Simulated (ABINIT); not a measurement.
**KGeH3 (Pm-3m): zone-centre phonons**

Which modes does KGeH3 (Pm-3m) have at the zone centre?

Program: ABINIT 10.8.3. Level of theory: DFT PBE, scalar-relativistic, plane waves, PseudoDojo norm-conserving pseudopotentials. Results are calculated unless marked as measured.

The structure was built from a prototype and need not be the compound's stable phase.

## 1. Set-up

Symmetry: Pm-3m, No. 221, cubic system. Conventional cell: a = 4.410 Å, b = 4.410 Å, c = 4.410 Å, α = 90.00°, β = 90.00°, γ = 90.00°. Nearest to K lie 12 H at 3.12 Å. Ge has 6 H at 2.20 Å nearest. Nearest to H lie 2 Ge at 2.20 Å. Farther neighbours are not listed.

## 2. A first look

A first run with smearing and empty bands tells whether the crystal has a gap, which decides between fixed occupations and smearing later on.

The input, probe.abi:

```
# ground state
tolvrs 1.0d-08
prtden 1
prtwf 1

# basis, mesh and filling
ecut 43.0
ecutsm 3.0
ngkpt 4 4 4
nshiftk 1
shiftk 0.0 0.0 0.0
istwfk *1
occopt 7
tsmear 0.005
nband 20
nstep 100
diemac 9.0
prtebands 0
prtgsr 0
useylm 1

# cell and atoms
acell 8.33369221 8.33369221 8.33369221
rprim 
    1.0 0.0 0.0
    0.0 1.0 0.0
    0.0 0.0 1.0
ntypat 3
znucl 19 32 1
natom 5
typat 1 2 3 3 3
xred 
    0.0 0.0 0.0
    0.5 0.5 0.5
    0.5 0.5 0.0
    0.5 0.0 0.5
    0.0 0.5 0.5
pp_dirpath "./pseudo"
pseudos "K.upf, Ge.upf, H.upf"
```

Command:

```console
OMP_NUM_THREADS=1 mpirun -n 4 abinit probe.abi > probe.log
```

Numbers of over 12 decimals in the logs are rounded to 6 here.

probe.abo, the main output file:

```text
[banners, grids, parts of the stress and lines that vanish by symmetry left out]
- input  file    -> probe.abi
- output file    -> probe.abo
- root for input  files -> probei
[...]
Symmetries : space group Pm -3 m (#221); Bravais cP (primitive cubic)
[...]
mpw =        7856          nfft =      125000          nkpt =          10
[...]
== DATASET  1 ==================================================================
[...]
cutoff_energies: {ecut:  43.0, pawecutdg:  -1.0, }
[...]
ETOT  1  -119.76660609440    -1.198E+02 8.412E-01 3.839E+02
 ETOT  2  -121.02912388306    -1.263E+00 3.092E-02 4.588E+02
 ETOT  3  -121.07484746578    -4.572E-02 1.020E-02 8.199E+01
 ETOT  4  -121.08175054812    -6.903E-03 5.167E-03 6.496E-01
 ETOT  5  -121.08161095984     1.396E-04 2.215E-03 2.738E+00
[...]
ETOT  9  -121.08187664202    -1.710E-08 2.050E-04 1.825E-06
 ETOT 10  -121.08187664227    -2.476E-10 3.266E-04 5.399E-09
 At SCF step   10       vres2   =  5.40E-09 < tolvrs=  1.00E-08 =>converged.
[...]
sigma(1 1)=  1.44300487E-04  sigma(3 2)=  0.00000000E+00
  sigma(2 2)=  1.44300487E-04  sigma(3 1)=  0.00000000E+00
  sigma(3 3)=  1.44300487E-04  sigma(2 1)=  0.00000000E+00
[...]
convergence: {deltae: -2.476E-10, res2:  5.399E-09, residm:  3.266E-04, diffor: null, }
etotal    :  -1.21081877E+02
[...]
sigma(1 1)=  1.44300487E-04  sigma(3 2)=  0.00000000E+00
  sigma(2 2)=  1.44300487E-04  sigma(3 1)=  0.00000000E+00
  sigma(3 3)=  1.44300487E-04  sigma(2 1)=  0.00000000E+00
[...]
- sigma(1 1)=  4.24546690E+00  sigma(3 2)=  0.00000000E+00
- sigma(2 2)=  4.24546690E+00  sigma(3 1)=  0.00000000E+00
- sigma(3 3)=  4.24546690E+00  sigma(2 1)=  0.00000000E+00
[...]
fcart     -0.0000000000E+00 -0.0000000000E+00 -0.0000000000E+00
           strten      1.4430048680E-04  1.4430048680E-04  1.4430048680E-04
================================================================================

[key lines of the parts left out:]
pressure_GPa:  -4.2455E+00
```

Elapsed: 19 s, on 4 MPI ranks of Arm Neoverse V1, shared host; 75 s of CPU time.

Numbers from this step:

| Property | Result |
| --- | --- |
| volume per atom | 17.15 Å³ |
| pressure | -4.245 GPa |
| gap on the k-mesh | 0 eV |

No gap opens on this mesh, so smearing is kept.

## 3. Rough relaxation

The typed start is rough, so a first relaxation with smearing and loose thresholds takes it towards rest cheaply.

The input, prerelax.abi:

```
# relaxation
ionmov 2
optcell 2
dilatmx 1.15
chkdilatmx 0
ntime 40
tolmxf 3.0d-04
tolvrs 1.0d-10
prtwf 0
prtden 0
chksymtnons 0

# basis, mesh and filling
ecut 34.4
ecutsm 3.0
ngkpt 4 4 4
nshiftk 1
shiftk 0.0 0.0 0.0
istwfk *1
occopt 7
tsmear 0.005
nband 20
nstep 100
diemac 1000000.0
prtebands 0
prtgsr 0
useylm 1

# cell and atoms
acell 8.33369221 8.33369221 8.33369221
rprim 
    1.0 0.0 0.0
    0.0 1.0 0.0
    0.0 0.0 1.0
ntypat 3
znucl 19 32 1
natom 5
typat 1 2 3 3 3
xred 
    0.0 0.0 0.0
    0.5 0.5 0.5
    0.5 0.5 0.0
    0.5 0.0 0.5
    0.0 0.5 0.5
pp_dirpath "./pseudo"
pseudos "K.upf, Ge.upf, H.upf"
```

Command:

```console
OMP_NUM_THREADS=1 mpirun -n 4 abinit prerelax.abi > prerelax.log
```

prerelax.abo, the main output file:

```text
[banners, grids, parts of the stress and lines that vanish by symmetry left out]
- input  file    -> prerelax.abi
- output file    -> prerelax.abo
- root for input  files -> prerelaxi
[...]
Symmetries : space group Pm -3 m (#221); Bravais cP (primitive cubic)
[...]
mpw =        8529          nfft =      157464          nkpt =          10
[...]
== DATASET  1 ==================================================================
[...]
cutoff_energies: {ecut:  34.4, pawecutdg:  -1.0, }
[...]
ETOT  1  -119.60415161267    -1.196E+02 7.762E-01 6.663E+02
 ETOT  2  -121.01116240722    -1.407E+00 3.010E-02 6.939E+02
 ETOT  3  -121.06891009655    -5.775E-02 5.455E-03 1.415E+02
 ETOT  4  -121.07904860687    -1.014E-02 3.078E-03 4.781E+00
 ETOT  5  -121.07892329492     1.253E-04 1.556E-03 4.196E+00
[...]
At SCF step   13       vres2   =  9.22E-13 < tolvrs=  1.00E-10 =>converged.
[...]
ETOT  9  -121.08967721221    -1.137E-12 8.750E-07 3.119E-11
 At SCF step    9       vres2   =  3.12E-11 < tolvrs=  1.00E-10 =>converged.
[...]
sigma(1 1)= -7.44528444E-07  sigma(3 2)=  0.00000000E+00
  sigma(2 2)= -7.44528444E-07  sigma(3 1)=  0.00000000E+00
  sigma(3 3)= -7.44528444E-07  sigma(2 1)=  0.00000000E+00
[...]
convergence: {deltae: -1.137E-12, res2:  3.119E-11, residm:  8.750E-07, diffor: null, }
etotal    :  -1.21089677E+02
[...]
At Broyd/MD step   6, gradients are converged :
[...]
sigma(1 1)= -7.44528444E-07  sigma(3 2)=  0.00000000E+00
  sigma(2 2)= -7.44528444E-07  sigma(3 1)=  0.00000000E+00
  sigma(3 3)= -7.44528444E-07  sigma(2 1)=  0.00000000E+00
[...]
- sigma(1 1)= -2.19047831E-02  sigma(3 2)=  0.00000000E+00
- sigma(2 2)= -2.19047831E-02  sigma(3 1)=  0.00000000E+00
- sigma(3 3)= -2.19047831E-02  sigma(2 1)=  0.00000000E+00
[...]
fcart     -0.0000000000E+00 -0.0000000000E+00 -0.0000000000E+00
           strten     -7.4452844367E-07 -7.4452844367E-07 -7.4452844368E-07
================================================================================

[key lines of the parts left out:]
pressure_GPa:   2.1905E-02
Total energy (etotal) [Ha]= -1.21089677212213E+02
```

Wall time 2 min (4 MPI ranks).

Relaxation path:

```tsv
step	energy less that of the first step (eV)	largest force (eV/Å)	volume (Å³)
1	0.0000	0.0000	85.77
2	-0.0289	0.0000	84.66
3	-0.2298	0.0000	62.82
4	-0.2732	0.0000	70.77
5	-0.2837	0.0000	68.46
6	-0.2839	0.0000	68.07
```

```tsv
conventional cell, symmetrised	before	after	change
a (Å)	4.410	4.083	-7.4 %
b (Å)	4.410	4.083	-7.4 %
c (Å)	4.410	4.083	-7.4 %
volume (Å³/atom)	17.15	13.61	-20.6 %
```

The relaxed structure:

```xyz
5
Lattice="4.0832 0.0000 0.0000 0.0000 4.0832 0.0000 0.0000 0.0000 4.0832" Properties=species:S:1:pos:R:3 pbc="T T T"
K     0.0000    0.0000    0.0000
Ge    2.0416    2.0416    2.0416
H     2.0416    2.0416    0.0000
H     2.0416    0.0000    2.0416
H     0.0000    2.0416    2.0416
```

Numbers from this step:

```yaml
volume_per_atom: 13.61 Å³
pressure: 0.02190 GPa
```

The volume changes by -20.6 % in this run and stands -20.6 % from the first cell.

## 4. Rough relaxation

The cell changed much, so the rough relaxation is repeated on a basis made for the new cell.

prerelax.abi, as its differences from that of step 3:

```diff
@@ -29,3 +29,3 @@
 # cell and atoms
-acell 8.33369221 8.33369221 8.33369221
+acell 7.716038759 7.716038759 7.716038759
 rprim
```

prerelax.abo, the main output file:

```text
[banners, grids, parts of the stress and lines that vanish by symmetry left out]
- input  file    -> prerelax.abi
- output file    -> prerelax.abo
- root for input  files -> prerelaxi
[...]
Symmetries : space group Pm -3 m (#221); Bravais cP (primitive cubic)
[...]
mpw =        6776          nfft =      110592          nkpt =          10
[...]
== DATASET  1 ==================================================================
[...]
cutoff_energies: {ecut:  34.4, pawecutdg:  -1.0, }
[...]
ETOT  1  -119.99802525859    -1.200E+02 1.402E+00 2.040E+02
 ETOT  2  -121.06714873865    -1.069E+00 1.989E-02 2.373E+02
 ETOT  3  -121.08595446953    -1.881E-02 1.703E-02 5.350E+01
 ETOT  4  -121.08964505265    -3.691E-03 1.666E-02 4.663E-01
 ETOT  5  -121.08967345056    -2.840E-05 1.597E-03 7.031E-02
[...]
ETOT 10  -121.08967717412    -2.342E-11 6.164E-04 2.387E-09
 ETOT 11  -121.08967717413    -4.292E-12 5.832E-04 1.154E-11
 At SCF step   11       vres2   =  1.15E-11 < tolvrs=  1.00E-10 =>converged.
[...]
sigma(1 1)= -7.46925338E-07  sigma(3 2)=  0.00000000E+00
  sigma(2 2)= -7.46925338E-07  sigma(3 1)=  0.00000000E+00
  sigma(3 3)= -7.46925338E-07  sigma(2 1)=  0.00000000E+00
[...]
convergence: {deltae: -4.292E-12, res2:  1.154E-11, residm:  5.832E-04, diffor: null, }
etotal    :  -1.21089677E+02
[...]
At Broyd/MD step   1, gradients are converged :
[...]
sigma(1 1)= -7.46925338E-07  sigma(3 2)=  0.00000000E+00
  sigma(2 2)= -7.46925338E-07  sigma(3 1)=  0.00000000E+00
  sigma(3 3)= -7.46925338E-07  sigma(2 1)=  0.00000000E+00
[...]
- sigma(1 1)= -2.19753022E-02  sigma(3 2)=  0.00000000E+00
- sigma(2 2)= -2.19753022E-02  sigma(3 1)=  0.00000000E+00
- sigma(3 3)= -2.19753022E-02  sigma(2 1)=  0.00000000E+00
[...]
fcart     -0.0000000000E+00 -0.0000000000E+00 -0.0000000000E+00
           strten     -7.4692533844E-07 -7.4692533845E-07 -7.4692533845E-07
================================================================================

[key lines of the parts left out:]
pressure_GPa:   2.1975E-02
Total energy (etotal) [Ha]= -1.21089677174129E+02
```

Wall time 16 s (4 MPI ranks).

Little changed from the start: no atom moved by 0.005 Å and no cell edge by 0.1 %.

Read from the output:

```yaml
pressure: 0.02198 GPa
```

The volume changes by +0.0 % in this run and stands -20.6 % from the first cell.

## 5. Relaxation

The harmonic expansion needs vanishing forces, and a free crystal bears no stress, so cell and atoms are brought to rest. Stress is more sensitive to the basis than forces are: the last 3 Ha under the cutoff are smoothed with ecutsm.

relax.abi, as its differences from prerelax.abi of step 4:

```diff
@@ -3,7 +3,6 @@
 optcell 2
-dilatmx 1.15
-chkdilatmx 0
+dilatmx 1.08
 ntime 40
-tolmxf 3.0d-04
-tolvrs 1.0d-10
+tolmxf 1.0d-05
+tolvrs 1.0d-14
 prtwf 0
@@ -13,5 +12,5 @@
 # basis, mesh and filling
-ecut 34.4
+ecut 43.0
 ecutsm 3.0
-ngkpt 4 4 4
+ngkpt 6 6 6
 nshiftk 1
@@ -19,4 +18,4 @@
 istwfk *1
-occopt 7
-tsmear 0.005
+occopt 6
+tsmear 0.01
 nband 20
```

Command:

```console
OMP_NUM_THREADS=1 mpirun -n 4 abinit relax.abi > relax.log
```

relax.abo, the main output file:

```text
[banners, grids, parts of the stress and lines that vanish by symmetry left out]
- input  file    -> relax.abi
- output file    -> relax.abo
- root for input  files -> relaxi
[...]
Symmetries : space group Pm -3 m (#221); Bravais cP (primitive cubic)
[...]
mpw =        7856          nfft =      125000          nkpt =          20
[...]
== DATASET  1 ==================================================================
[...]
cutoff_energies: {ecut:  43.0, pawecutdg:  -1.0, }
[...]
ETOT  1  -119.93326183525    -1.199E+02 8.855E-01 2.685E+02
 ETOT  2  -121.07383730864    -1.141E+00 2.954E-02 3.367E+02
 ETOT  3  -121.09809267252    -2.426E-02 4.756E-03 7.954E+01
 ETOT  4  -121.10320900841    -5.116E-03 1.629E-02 6.783E-01
 ETOT  5  -121.10323573172    -2.672E-05 2.578E-03 2.353E-01
[...]
At SCF step   14       vres2   =  3.86E-16 < tolvrs=  1.00E-14 =>converged.
[...]
sigma(1 1)=  6.73391100E-06  sigma(3 2)=  0.00000000E+00
  sigma(2 2)=  6.73391100E-06  sigma(3 1)=  0.00000000E+00
  sigma(3 3)=  6.73391100E-06  sigma(2 1)=  0.00000000E+00
[...]
convergence: {deltae:  2.743E-12, res2:  3.865E-16, residm:  3.073E-04, diffor: null, }
etotal    :  -1.21103248E+02
[...]
ETOT  1  -121.10324199181    -1.211E+02 3.847E-02 9.846E-02
[...]
At SCF step   10       vres2   =  4.39E-15 < tolvrs=  1.00E-14 =>converged.
[...]
sigma(1 1)=  6.02998272E-06  sigma(3 2)=  0.00000000E+00
  sigma(2 2)=  6.02998272E-06  sigma(3 1)=  0.00000000E+00
  sigma(3 3)=  6.02998272E-06  sigma(2 1)=  0.00000000E+00
[...]
convergence: {deltae:  3.595E-12, res2:  4.388E-15, residm:  4.463E-05, diffor: null, }
etotal    :  -1.21103250E+02
[...]
ETOT  1  -121.10266523456    -1.211E+02 8.372E-01 7.141E+00
[...]
ETOT 11  -121.10325729440     9.948E-14 1.372E-05 1.267E-14
 ETOT 12  -121.10325729441    -9.933E-12 1.281E-05 1.718E-16
 At SCF step   12       vres2   =  1.72E-16 < tolvrs=  1.00E-14 =>converged.
[...]
sigma(1 1)= -4.98859678E-08  sigma(3 2)=  0.00000000E+00
  sigma(2 2)= -4.98859678E-08  sigma(3 1)=  0.00000000E+00
  sigma(3 3)= -4.98859678E-08  sigma(2 1)=  0.00000000E+00
[...]
convergence: {deltae: -9.933E-12, res2:  1.718E-16, residm:  1.281E-05, diffor: null, }
etotal    :  -1.21103257E+02
[...]
At Broyd/MD step   3, gradients are converged :
[...]
sigma(1 1)= -4.98859678E-08  sigma(3 2)=  0.00000000E+00
  sigma(2 2)= -4.98859678E-08  sigma(3 1)=  0.00000000E+00
  sigma(3 3)= -4.98859678E-08  sigma(2 1)=  0.00000000E+00
[...]
- sigma(1 1)= -1.46769585E-03  sigma(3 2)=  0.00000000E+00
- sigma(2 2)= -1.46769585E-03  sigma(3 1)=  0.00000000E+00
- sigma(3 3)= -1.46769585E-03  sigma(2 1)=  0.00000000E+00
[...]
fcart     -0.0000000000E+00 -0.0000000000E+00 -0.0000000000E+00
           strten     -4.9885967829E-08 -4.9885967823E-08 -4.9885967832E-08
================================================================================

[key lines of the parts left out:]
pressure_GPa:   1.4677E-03
Total energy (etotal) [Ha]= -1.21103257294409E+02
```

Elapsed: 91 s, on 4 MPI ranks.

Step by step:

```tsv
step	energy less that of the first step (eV)	largest force (eV/Å)	volume (Å³)
1	0.0000	0.0000	68.07
2	0.0000	0.0000	68.03
3	-0.0002	0.0000	67.68
```

```tsv
conventional cell, symmetrised	before	after	change
a (Å)	4.083	4.075	-0.2 %
b (Å)	4.083	4.075	-0.2 %
c (Å)	4.083	4.075	-0.2 %
volume (Å³/atom)	13.61	13.54	-0.6 %
```

This step gave:

```yaml
volume_per_atom: 13.54 Å³
pressure: 0.001468 GPa
```

The volume changes by -0.6 % in this run and stands -21.1 % from the first cell.

## 6. Ground state

First-order wavefunctions inherit every error of the ground state, hence the very tight tolvrs. ecutsm is kept as in the relaxation, so that the cell stays at rest. Smearing stays on, as the first look found no gap above 0.3 eV.

The input, gs.abi:

```
# ground state
tolvrs 1.0d-16
prtden 1
prtwf 1

# basis, mesh and filling
ecut 43.0
ecutsm 3.0
ngkpt 6 6 6
nshiftk 1
shiftk 0.0 0.0 0.0
istwfk *1
occopt 6
tsmear 0.01
nband 20
nstep 100
diemac 1000000.0
prtebands 0
prtgsr 0
useylm 1

# cell and atoms
acell 7.701204235 7.701204235 7.701204235
rprim 
    1.0 0.0 0.0
    0.0 1.0 0.0
    0.0 0.0 1.0
ntypat 3
znucl 19 32 1
natom 5
typat 1 2 3 3 3
xred 
    0.0 0.0 0.0
    0.5 0.5 0.5
    0.5 0.5 0.0
    0.5 0.0 0.5
    0.0 0.5 0.5
pp_dirpath "./pseudo"
pseudos "K.upf, Ge.upf, H.upf"
```

Command:

```console
OMP_NUM_THREADS=1 mpirun -n 4 abinit gs.abi > gs.log
```

gs.abo, the main output file:

```text
[banners, grids, parts of the stress and lines that vanish by symmetry left out]
- input  file    -> gs.abi
- output file    -> gs.abo
- root for input  files -> gsi
[...]
Symmetries : space group Pm -3 m (#221); Bravais cP (primitive cubic)
[...]
mpw =        6187          nfft =      110592          nkpt =          20
[...]
== DATASET  1 ==================================================================
[...]
cutoff_energies: {ecut:  43.0, pawecutdg:  -1.0, }
[...]
ETOT  1  -119.97615035877    -1.200E+02 1.070E+00 2.139E+02
 ETOT  2  -121.07714567986    -1.101E+00 3.182E-02 2.757E+02
 ETOT  3  -121.09858235117    -2.144E-02 1.782E-02 6.635E+01
 ETOT  4  -121.10322062791    -4.638E-03 1.999E-02 5.491E-01
 ETOT  5  -121.10324639682    -2.577E-05 2.534E-03 1.827E-01
[...]
ETOT 14  -121.10325712096     1.273E-11 9.610E-04 2.427E-16
 ETOT 15  -121.10325712097    -7.560E-12 8.515E-04 7.213E-17
 At SCF step   15       vres2   =  7.21E-17 < tolvrs=  1.00E-16 =>converged.
[...]
sigma(1 1)= -5.23491798E-08  sigma(3 2)=  0.00000000E+00
  sigma(2 2)= -5.23491798E-08  sigma(3 1)=  0.00000000E+00
  sigma(3 3)= -5.23491798E-08  sigma(2 1)=  0.00000000E+00
[...]
convergence: {deltae: -7.560E-12, res2:  7.213E-17, residm:  8.515E-04, diffor: null, }
etotal    :  -1.21103257E+02
[...]
sigma(1 1)= -5.23491798E-08  sigma(3 2)=  0.00000000E+00
  sigma(2 2)= -5.23491798E-08  sigma(3 1)=  0.00000000E+00
  sigma(3 3)= -5.23491798E-08  sigma(2 1)=  0.00000000E+00
[...]
- sigma(1 1)= -1.54016604E-03  sigma(3 2)=  0.00000000E+00
- sigma(2 2)= -1.54016604E-03  sigma(3 1)=  0.00000000E+00
- sigma(3 3)= -1.54016604E-03  sigma(2 1)=  0.00000000E+00
[...]
fcart     -0.0000000000E+00 -0.0000000000E+00 -0.0000000000E+00
           strten     -5.2349179826E-08 -5.2349179822E-08 -5.2349179826E-08
================================================================================

[key lines of the parts left out:]
pressure_GPa:   1.5402E-03
```

The job ended after 29 s (4 MPI ranks).

Numbers from this step:

- pressure: 0.001540 GPa

The cell stands at 0.0015 GPa, close enough for phonons.

(Continued in part 2 of 4.)

[Host names and launcher messages were left out of these logs when they were recorded.]

[Logs are printed without paths, hosts, clocks, repeated set-up lines and the standing remarks that a program may print on its own settings, such as how far it seeks lower states.]

[Hosts, paths, dates, database ids (printed as entryN), source tags and the programs' standing remarks are cut or masked in the printed files.]
